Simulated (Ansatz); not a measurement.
# A convergence test on SnSe2 (P-3m1): k mesh of the hybrid

Wanted: the cheapest k mesh of the hybrid that holds the HSE06 gap of SnSe2 (P-3m1).

Calculated with Ansatz 0.2.0; DFT, HSE06, plane waves, PAW; PAW set soft_1.

Most raw output is cut from this account.

### Step 1. Set-up

Symmetry: P-3m1, No. 164, trigonal system. Conventional cell: a = 3.811 Å, b = 3.811 Å, c = 6.136 Å, α = 90.00°, β = 90.00°, γ = 120.00°. Nearest to Sn lie 6 Se at 2.72 Å. Se has 3 Sn at 2.72 Å nearest. Farther neighbours and most contacts between anions are not listed.

Geometry: measured cell, ions relaxed with PBE. The runs that relaxed it are not among those shown.

### Step 2. k mesh of the hybrid: 3×3×2

Contents of input.yaml:

```yaml
crystal:
  lattice:
    - [3.811, 0.0, 0.0]
    - [-1.9055, 3.3004228138, 0.0]
    - [0.0, 0.0, 6.136]
  atoms:
    - { symbol: Sn, position: [0.0, 0.0, 0.0] }
    - { symbol: Se, position: [0.3333333333, 0.6666666667, 0.2614399677] }
    - { symbol: Se, position: [0.6666666667, 0.3333333333, 0.7385600323] }
kpoints:
  mp_grid: { grid: [3, 3, 2] }
  band_path:
    path:
      - [0.0, 0.0, 0.0]
      - [0.5, 0.0, 0.0]
      - [0.33333333, 0.33333333, 0.0]
      - [0.0, 0.0, 0.5]
      - [0.5, 0.0, 0.5]
      - [0.33333333, 0.33333333, 0.5]
      - [0.0833333333, 0.0833333333, 0.0]
      - [0.5, 0.0, 0.35]
    npoints: 1
hamiltonian:
  xc: hse06
  pseudopotentials: { kind: paw, azcp: { folder: soft_1 } }
scf:
  occupations: { method: fixed }
  n_extra_bands: 5
output:
  eigenvalues: true
  write_density: true
  write_potential: true
  elf: true
  volumetric_format: npy
```

The run is started by

```sh
$ ansatz run input.yaml --threads 3 --pin off --max-ram 92160MiB --backend cuda --events-out ev --progress --plain --runs-dir out --devices 1 --max-vram 13GiB
```

Elapsed: 17 s, on 1 × NVIDIA H100 80GB HBM3 (shared by 6 runs) with 3 threads of AMD EPYC 7R13 (Zen 3), shared host; peak memory 1.1 GiB.

Numbers from this step:

| Property | Result |
| --- | --- |
| gap | 1.163 eV |
| valence top at | k = (0.083, 0.083, 0.000) |
| conduction bottom at | k = (0.500, 0.000, 0.350) |
| least direct gap | 1.881 eV |
| exact-exchange fraction | 0.25 |

The gap is indirect, with the least direct gap 0.72 eV higher.

### Step 3. k mesh of the hybrid: 6×6×2

input.yaml: that of step 2 with these lines changed.

```diff
@@ -10,3 +10,3 @@
 kpoints:
-  mp_grid: { grid: [3, 3, 2] }
+  mp_grid: { grid: [6, 6, 2] }
   band_path:
@@ -30,5 +30 @@
   eigenvalues: true
-  write_density: true
-  write_potential: true
-  elf: true
-  volumetric_format: npy
```

Wall time 27 s (1 × NVIDIA H100 80GB HBM3 (shared by 6 runs) with 3 threads); peak memory 1.2 GiB; 24 s of CPU time.

This step gave:

```yaml
gap: 1.166 eV
valence_top_at: k = (0.083, 0.083, 0.000)
conduction_bottom_at: k = (0.500, 0.000, 0.350)
least_direct_gap: 1.870 eV
```

The gap is 1.166 eV, +0.003 eV from the run before at this level.

### Step 4. k mesh of the hybrid: 6×6×4

input.yaml: that of step 3 with these lines changed.

```diff
@@ -10,3 +10,3 @@
 kpoints:
-  mp_grid: { grid: [6, 6, 2] }
+  mp_grid: { grid: [6, 6, 4] }
   band_path:
@@ -30 +30,5 @@
   eigenvalues: true
+  write_density: true
+  write_potential: true
+  elf: true
+  volumetric_format: npy
```

The job ended after 33 s (1 × NVIDIA H100 80GB HBM3 (shared by 6 runs) with 3 threads; peak memory 1.4 GiB; 42 s of CPU time).

This step gave:

| Quantity | Value |
| --- | --- |
| gap | 1.165 eV |
| valence top at | k = (0.083, 0.083, 0.000) |
| conduction bottom at | k = (0.500, 0.000, 0.350) |
| least direct gap | 1.851 eV |

The gap is 1.165 eV, −0.001 eV from the run before at this level.

### Step 5. The series

Differences are against the last row; a negative gap means that bands overlap, and a run with a band path holds that path's time. Times are wall times on 1 × NVIDIA H100 80GB HBM3 (shared by 6 runs) with 3 threads of AMD EPYC 7R13 (Zen 3), shared host, good to a factor of about two.

| k mesh of the hybrid | gap (eV) | direct gap (eV) | gap error (eV) | energy error (meV/atom) | irreducible k | time |
| --- | --- | --- | --- | --- | --- | --- |
| 3×3×2 | 1.163 | 1.881 | −0.002 | +124.2 | 6 | 17 s |
| 6×6×2 | 1.166 | 1.870 | +0.001 | −2.3 | 14 | 27 s |
| 6×6×4 | 1.165 | 1.851 | +0.000 | +0.0 | 24 | 33 s |

### Step 6. Results

```json
{
 "3×3×2": "1.163 eV",
 "6×6×2": "1.166 eV",
 "6×6×4": "1.165 eV"
}
```

**Reading.** The gap holds to 0.02 eV from 3×3×2 on, the cheapest setting tried. At 3×3×2 the gap is off by −0.002 eV and the energy by +124 meV/atom. The gap is read over the mesh and added points near the edges, so meshes differ mainly through the density and, for a hybrid, the exchange operator.

[Paths, hosts, dates, memory and timing lines, banners, echoed tables and standing remarks are left out of the program output.]

[Logs are printed without paths, hosts, clocks, repeated set-up lines and the standing remarks that a program may print on its own settings, such as how far it seeks lower states.]

[Runs of the session that timed out or met a known fault of the program may be left out.]

[Cells called generated may have been cut or substituted from an entry of the Crystallography Open Database or the Materials Project.]

[Hosts, paths, dates, database ids (printed as entryN), source tags and the programs' standing remarks are cut or masked in the printed files.]
